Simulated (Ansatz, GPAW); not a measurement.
# KAg2Te2 (model structure): optical spectrum from first principles

Aim: the dielectric function of KAg2Te2 (model structure), and the optical constants that follow from it. The structure is a model built here, which may or may not match a known phase. It was built so: All Cu replaced by Ag and Se replaced by Te in the Fmmm structure of KCu2Se2. The cell is first relaxed with Ansatz.

Method: DFT, revPBE, plane-wave PAW (GPAW data sets), scalar-relativistic, RPA, optical limit, in GPAW 26.7.0.

Report form: the programs' logs are mostly left out.

### 1. Set-up

Symmetry: Fmmm, No. 69, orthorhombic system. The conventional cell has a = 6.100 Å, b = 6.130 Å, c = 14.720 Å, α = 90.00°, β = 90.00°, γ = 90.00°. Nearest to Te lie 4 Ag at 2.68 Å and 4 K at 3.70 to 3.72 Å. Nearest to Ag lie 4 Te at 2.68 Å. Nearest to K lie 8 Te at 3.70 to 3.72 Å. All Cu replaced by Ag and Se replaced by Te in the Fmmm structure of KCu2Se2. Farther neighbours and most contacts between anions are not listed.

### 2. Relaxation

The structure was built or cut out here, so it is relaxed before any spectrum is computed.

This step: DFT, revPBE, plane-wave PAW, default files, scalar-relativistic, relaxation (Ansatz 0.2.0).

Input file input.yaml:

```yaml
crystal:
  lattice:
    - [0.0, 3.06522603, 7.35988713]
    - [3.05012107, 0.0, 7.35988713]
    - [3.05012107, 3.06522603, 0.0]
  atoms:
    - { symbol: Te, position: [0.8572, 0.8572, 0.1428] }
    - { symbol: Te, position: [0.1428, 0.1428, 0.8572] }
    - { symbol: Ag, position: [0.75, 0.75, 0.75] }
    - { symbol: Ag, position: [0.25, 0.25, 0.25] }
    - { symbol: K, position: [0.5, 0.5, 0.5] }
kpoints:
  mp_grid: { grid: [6, 6, 6] }
scf:
  occupations: { method: fermi_dirac, width: 0.05 }
hamiltonian:
  xc: revpbe
output:
  forces: true
  stress: true
relax:
  f_tol: 0.02
  max_steps: 50
  cell: {}
```

On the command line:

```
> ansatz run input.yaml --threads 1 --pin off --max-ram 4096MiB --backend cpu --events-out ev --progress --plain --runs-dir out
```

It took 90 s on 1 thread of Arm Neoverse V2, shared host; peak memory 0.6 GiB.

The steps of the relaxation:

```
step  energy less that of the first step (eV)  largest force component (eV/Å)  pressure (GPa)  volume (Å³)
   1                                   0.0000                          2.3613            9.99       137.62
   2                                  -0.7666                          0.0571            1.35       149.23
   3                                  -0.8019                          0.0242            0.52       154.96
   4                                  -0.8090                          0.0035            0.06       158.79
   5                                  -0.8091                          0.0005            0.00       159.36
   6                                  -0.8091                          0.0018           -0.01       159.46
   7                                  -0.8092                          0.0025           -0.01       159.46
  8*                                  -0.8123                          0.0022           -0.02       159.46
```

Relaxation steps marked * repeat the geometry before them on a plane-wave basis chosen anew for their cell, so energy and pressure can jump there.

The run keeps the 8 symmetry operations that it works with, so distortions that break them were not tested.

```
     cell as run  before  after   change
           a (Å)   7.973  8.300   +4.1 %
           b (Å)   7.967  8.300   +4.2 %
           c (Å)   4.324  4.567   +5.6 %
           α (°)   74.33  74.03   -0.4 %
           β (°)   74.19  74.04   -0.2 %
           γ (°)   31.48  31.94   +1.4 %
volume (Å³/atom)   27.52  31.89  +15.9 %
```

The atoms that moved most (Å, as changes of fractional coordinates times the final cell):

```
atom     dx     dy      dz  length
 Te2  0.000  0.000  -0.124   0.124
 Te1  0.000  0.000   0.124   0.124
```

Final coordinates:

```cif
data_structure
_symmetry_space_group_name_H-M 'P 1'
_symmetry_Int_Tables_number 1
_cell_length_a 8.2998
_cell_length_b 8.3001
_cell_length_c 4.5667
_cell_angle_alpha 74.027
_cell_angle_beta 74.036
_cell_angle_gamma 31.936
_cell_volume 159.46
loop_
_atom_site_label
_atom_site_type_symbol
_atom_site_fract_x
_atom_site_fract_y
_atom_site_fract_z
_atom_site_occupancy
Te1 Te 0.86532 0.86532 0.13468 1
Te2 Te 0.13468 0.13468 0.86532 1
Ag3 Ag 0.75000 0.75000 0.75000 1
Ag4 Ag 0.25000 0.25000 0.25000 1
K5 K 0.50000 0.50000 0.50000 1
```

The relaxation ends with a largest force component of 0.0022 eV/Å and a pressure of -0.02 GPa.

### 3. Ground state

The self-consistent density comes first; it also tells whether there is a gap, which decides the occupations and the need for a Drude term.

This step: DFT, revPBE, plane-wave PAW (GPAW data sets), scalar-relativistic, ground state (GPAW 26.7.0).

Input file gs.py:

```python
from ase import Atoms
from ase.dft.bandgap import bandgap
from gpaw import GPAW, PW, FermiDirac

atoms = Atoms(['Te', 'Te', 'Ag', 'Ag', 'K'],
              cell=[[0.00000000, 3.22867535, 7.64603772],
                    [3.22961075, 0.00000000, 7.64603772],
                    [3.22961075, 3.22867535, 0.00000000]],
              scaled_positions=[[0.86532184, 0.86532184, 0.13467816],
                                [0.13467816, 0.13467816, 0.86532184],
                                [0.75000000, 0.75000000, 0.75000000],
                                [0.25000000, 0.25000000, 0.25000000],
                                [0.50000000, 0.50000000, 0.50000000]],
              pbc=[True, True, True])
atoms.calc = GPAW(mode=PW(500), xc='revPBE', kpts={'size': (5, 5, 5), 'gamma': True},
                  occupations=FermiDirac(0.05), maxiter=150, txt='gs.txt')
print('energy (eV)', atoms.get_potential_energy())
print('Fermi level (eV)', atoms.calc.get_fermi_level())
print('valence electrons', atoms.calc.get_number_of_electrons())
print('gap (eV)', bandgap(atoms.calc, output=None)[0])
print('direct gap (eV)', bandgap(atoms.calc, direct=True, output=None)[0])
atoms.calc.write('gs.gpw')
```

On the command line:

```
> OMP_NUM_THREADS=1 python gs.py
```

Run time: 2.6 min. Hardware: 1 thread; peak memory 0.38 GiB.

This step gave:

```
energy       : -13.91 eV
Fermi energy : 3.934 eV
electrons    : 55
```

There are states at the Fermi level within the smearing, so the occupations stay smeared and the carriers get a Drude term.

### 4. Bands for the response

The response needs many more empty bands than the density does.

This step: DFT, revPBE, plane-wave PAW (GPAW data sets), scalar-relativistic, bands at fixed density (GPAW 26.7.0).

Input file nscf.py:

```python
from ase.dft.bandgap import bandgap
from gpaw import GPAW, FermiDirac

calc = GPAW('gs.gpw').fixed_density(kpts={'size': (8, 8, 8), 'gamma': True}, nbands=58, convergence={'bands': 52},
                                    occupations=FermiDirac(0.05), txt='nscf.txt')
print('gap (eV)', bandgap(calc, output=None)[0])
print('direct gap (eV)', bandgap(calc, direct=True, output=None)[0])
calc.write('full.gpw', mode='all')
```

On the command line:

```
> OMP_NUM_THREADS=1 python nscf.py
```

Elapsed: 16 min, on 1 thread; peak memory 0.75 GiB.

### 5. Dielectric function, RPA

Transitions between filled and empty bands, summed over the zone, give the optical response, so mesh, band count and broadening shape it.

The induced potential is part of this response.

This step: DFT, revPBE, plane-wave PAW (GPAW data sets), scalar-relativistic, RPA, optical limit (GPAW 26.7.0).

Input file df.py:

```python
from gpaw.response.df import DielectricFunction

df = DielectricFunction('full.gpw', frequencies={'type': 'nonlinear', 'domega0': 0.03, 'omega2': 8},
                        ecut=50,
                        eta=0.1,
                        nbands=52,
                        rate=0.03,
                        txt='df.txt')
for direction in ['x', 'y', 'z']:
    df.get_dielectric_function(xc='RPA', direction=direction, filename=f'df_{direction}.csv')
```

On the command line:

```
> OMP_NUM_THREADS=1 python df.py
```

The job ended after 4.8 min (1 thread; peak memory 0.68 GiB).

Some rows of df_x.csv (energy; Re and Im without local fields; Re and Im with them):

```text
0.000000, 7012.756073, 0.000000, 7011.240012, 0.000000
0.366838, -39.903424, 26.573258, -40.808786, 26.030787
0.747880, -11.980030, 5.561243, -12.739596, 5.516560
1.143969, -1.626445, 1.346128, -2.487998, 1.289638
1.556014, 2.335267, 0.536516, 1.366324, 0.486609
1.984998, 4.654604, 0.435554, 3.506173, 0.364715
2.431988, 6.942844, 1.318989, 5.417117, 0.971462
2.898142, 6.881045, 2.916230, 5.579837, 2.159861
3.384719, 7.168274, 5.145548, 5.947344, 4.130558
3.893091, 7.274447, 6.023287, 5.922884, 4.545220
4.424758, 4.133378, 9.373705, 3.604437, 7.247265
4.981356, 3.007420, 8.741858, 3.232304, 6.161515
5.564682, -1.535213, 7.621142, -0.003899, 6.211186
6.176709, -1.800148, 4.681340, -0.686484, 4.169684
6.819608, -1.385441, 3.460400, -0.598562, 3.238449
7.495775, -1.391680, 3.393956, -0.197395, 3.089517
8.207861, -1.413361, 2.391331, -0.580923, 2.627889
8.958808, -1.028923, 1.404393, -0.748313, 1.634972
9.751884, -0.407249, 1.262341, -0.139716, 1.267918
```

The Im ε has structure finer than the step of the table below, so its rows give means over 0.5 eV, whole bins alone (the curve runs from 0.305 to 10.5 eV). Peaks (eV: height): E ∥ x or y 4.38: 7.26, 5.22: 7.82; E ∥ z 0.43: 34.3, 4.42: 5.85.

Sum at mesh points, not converged in k. Table of Im ε by photon energy; means over each step:

```
photon energy (eV)  E ∥ x or y  E ∥ z
               1.0        2.27   7.74
               1.5       0.572   1.50
               2.0       0.414  0.638
               2.5        1.37   1.38
               3.0        2.63   3.99
               3.5        4.14   4.57
               4.0        4.81   3.56
               4.5        6.39   4.93
               5.0        6.54   3.91
               5.5        6.56   3.51
               6.0        5.02   4.17
               6.5        3.71   3.25
               7.0        3.05   3.08
               7.5        3.08   3.01
               8.0        2.71   2.90
               8.5        2.21   2.56
               9.0        1.62   2.15
               9.5        1.27   2.20
              10.0        1.32   1.76
```

Values under 1 per cm are given as 1; sum at mesh points, not converged in k. Table of absorption coefficient by photon energy:

```
photon energy (eV)  E ∥ x or y (1/cm)  E ∥ z (1/cm)
               0.5              2.7e5         2.2e5
               1.0              2.3e5         2.7e5
               1.5              38643         1.3e5
               2.0              19712         33627
               2.5              66770         59238
               3.0              1.4e5         2.5e5
               3.5              3.2e5         3.9e5
               4.0              4.1e5         3.1e5
               4.5              6.7e5         6.6e5
               5.0              7.0e5         5.8e5
               5.5              9.9e5         5.8e5
               6.0              1.1e6         8.4e5
               6.5              9.8e5         7.6e5
               7.0              9.0e5         7.7e5
               7.5              9.8e5         8.4e5
               8.0              1.1e6         9.3e5
               8.5              1.1e6         9.6e5
               9.0              1.0e6         9.5e5
               9.5              8.7e5         1.1e6
              10.0              8.9e5         1.1e6
              10.5              8.5e5         9.5e5
```

The loss function −Im 1/ε at q → 0 has structure finer than the step of the table below, so its rows give means over 0.25 eV, whole bins alone (the curve runs from 0.305 to 10.5 eV). Peaks (eV: height): E ∥ x or y 1.382: 1.51; E ∥ z 1.556: 0.785, 3.764: 0.208.

Sum at mesh points, not converged in k. The loss function −Im 1/ε at q → 0 by energy loss; means over each step:

```
energy loss (eV)  E ∥ x or y   E ∥ z
            0.50      0.0180  0.0322
            0.75      0.0293  0.0564
            1.00      0.0775  0.0879
            1.25       0.565   0.180
            1.50       0.602   0.635
            1.75      0.0731   0.319
            2.00      0.0298  0.0772
            2.25      0.0273  0.0386
            2.50      0.0380  0.0366
            2.75      0.0621  0.0671
            3.00      0.0583  0.0930
            3.25      0.0700   0.117
            3.50      0.0907   0.130
            3.75      0.0919   0.187
            4.00      0.0902   0.127
            4.25      0.0899   0.124
            4.50       0.125   0.171
            4.75       0.132   0.211
            5.00       0.124   0.208
            5.25       0.125   0.238
            5.50       0.154   0.218
            5.75       0.171   0.197
            6.00       0.193   0.216
            6.25       0.233   0.269
            6.50       0.263   0.303
            6.75       0.294   0.304
            7.00       0.331   0.303
            7.25       0.333   0.300
            7.50       0.322   0.328
            7.75       0.316   0.329
            8.00       0.358   0.338
            8.25       0.360   0.361
            8.50       0.403   0.393
            8.75       0.441   0.426
            9.00       0.518   0.470
            9.25       0.621   0.464
            9.50       0.745   0.441
            9.75       0.771   0.495
           10.00       0.729   0.539
           10.25       0.788   0.652
```

The reflectivity at normal incidence has structure finer than the step of the table below, so its rows give means over 0.5 eV, whole bins alone (the curve runs from 0.305 to 10.5 eV). Peaks (eV: height): E ∥ x or y 6.02: 36.8; E ∥ z 0.56: 65.5, 3.55: 24.8, 4.47: 27.8, 6.02: 26.2.

Sum at mesh points, not converged in k. The reflectivity at normal incidence by photon energy; means over each step:

```
photon energy (eV)  E ∥ x or y (%)  E ∥ z (%)
               1.0            73.3       58.0
               1.5            12.3       24.7
               2.0            9.54       7.02
               2.5            17.0       16.6
               3.0            20.0       21.9
               3.5            22.6       22.4
               4.0            24.4       18.6
               4.5            28.2       24.6
               5.0            28.9       20.7
               5.5            34.1       18.5
               6.0            34.7       23.6
               6.5            31.6       20.8
               7.0            27.2       19.3
               7.5            26.4       20.4
               8.0            29.5       21.3
               8.5            31.6       22.2
               9.0            31.4       20.4
               9.5            24.9       21.7
              10.0            20.9       23.8
```

The Im ε, E ∥ x or y has structure finer than the step of the table below, so its rows give means over 0.25 eV, whole bins alone (the curve runs from 0.305 to 10.5 eV). Peaks (eV: height): without local fields 4.380: 9.45, 5.173: 10.3; with local fields 4.380: 7.26, 5.221: 7.82.

Sum at mesh points, not converged in k. Im ε, E ∥ x or y against photon energy; means over each step:

```
photon energy (eV)  without local fields  with local fields
              0.50                  18.1               17.8
              0.75                  5.88               5.83
              1.00                  1.99               1.94
              1.25                  1.02              0.971
              1.50                 0.581              0.535
              1.75                 0.459              0.404
              2.00                 0.455              0.378
              2.25                 0.781              0.605
              2.50                  1.77               1.29
              2.75                  3.07               2.28
              3.00                  3.32               2.44
              3.25                  4.57               3.57
              3.50                  5.52               4.40
              3.75                  5.08               3.93
              4.00                  6.42               4.86
              4.25                  8.28               6.21
              4.50                  8.59               6.52
              4.75                  8.19               5.74
              5.00                  9.08               6.37
              5.25                  9.84               7.50
              5.50                  8.13               6.51
              5.75                  7.06               5.82
              6.00                  5.43               5.03
              6.25                  4.59               4.18
              6.50                  3.88               3.65
              6.75                  3.59               3.31
              7.00                  3.40               2.98
              7.25                  3.52               2.99
              7.50                  3.38               3.09
              7.75                  2.89               3.06
              8.00                  2.41               2.62
              8.25                  2.26               2.57
              8.50                  1.86               2.16
              8.75                  1.63               1.92
              9.00                  1.38               1.60
              9.25                  1.25               1.39
              9.50                  1.18               1.24
              9.75                  1.27               1.28
             10.00                  1.28               1.35
             10.25                  1.18               1.24
```

From ε follow the optical constants at some laser and lamp lines:

```
wavelength (nm)  n xy   k xy  R (%) xy  1/α xy   n z    k z  R (%) z   1/α z
           1064  0.39  1.539      63.4   55 nm  0.91  2.276     58.8   37 nm
            800  1.17  0.210       1.6  304 nm  0.87  0.702     12.9   91 nm
            532  2.23  0.160      14.8  264 nm  2.10  0.161     12.9  263 nm
            450  2.41  0.500      18.9   72 nm  2.54  0.654     21.6   55 nm
            405  2.55  0.519      20.7   62 nm  2.41  0.864     22.1   37 nm
            308  2.48  0.998      24.3   25 nm  2.19  0.787     18.9   31 nm
            193  1.24  1.552      33.2  9.9 nm  1.41  1.209     22.4   13 nm
```

A polished face would reflect 13 % of daylight and look blue (CIE x = 0.254, y = 0.282 under D65).

### 6. Summary of results

What this shows: At this level (revPBE, RPA) KAg2Te2 is a metal. The mesh is too coarse to trust the carriers' weight, the reflectivity or the colour to better than tens of per cent. The cell grew by 15.9 % in volume. A polished face would reflect 13 % of daylight and look blue (CIE x = 0.254, y = 0.282 under D65). The carriers' damping of 0.03 eV is typed, not computed; it shapes the response at the lowest energies. Spin-orbit coupling is left out although heavy atoms are present. The curves end at 11 eV, about where the summed bands run out. The cell grew by 16 % in the relaxation, which can come from the guessed start or, where layers or molecules are weakly bound, from the missing dispersion term; a larger cell lowers ε. In this version of GPAW the matrix elements of the optical limit are incomplete, which can lower ε − 1 by up to a tenth where first-row anions or d states rule, and shift it by more in d metals. GPAW's carrier term has the form −ωp²/(ω + i·rate)², which damps like twice the rate and fails at low energy, so the curves leave the lowest energies out. The sum runs over mesh points 0.18 Å⁻¹ apart with no interpolation, so peaks are partly noise of the mesh, and the Drude plasma energy, a sum over the Fermi surface, isn't converged. Besides steps told in other documents, this task had 1 step that ran out of time; those not told in a step above aren't shown.

[Machine, clock and banner lines and Python warnings are left out of the logs.]

[Logs are printed without paths, hosts, clocks, repeated set-up lines and the standing remarks that a program may print on its own settings, such as how far it seeks lower states.]

[Hosts, paths, dates, database ids (printed as entryN), source tags and the programs' standing remarks are cut or masked in the printed files.]
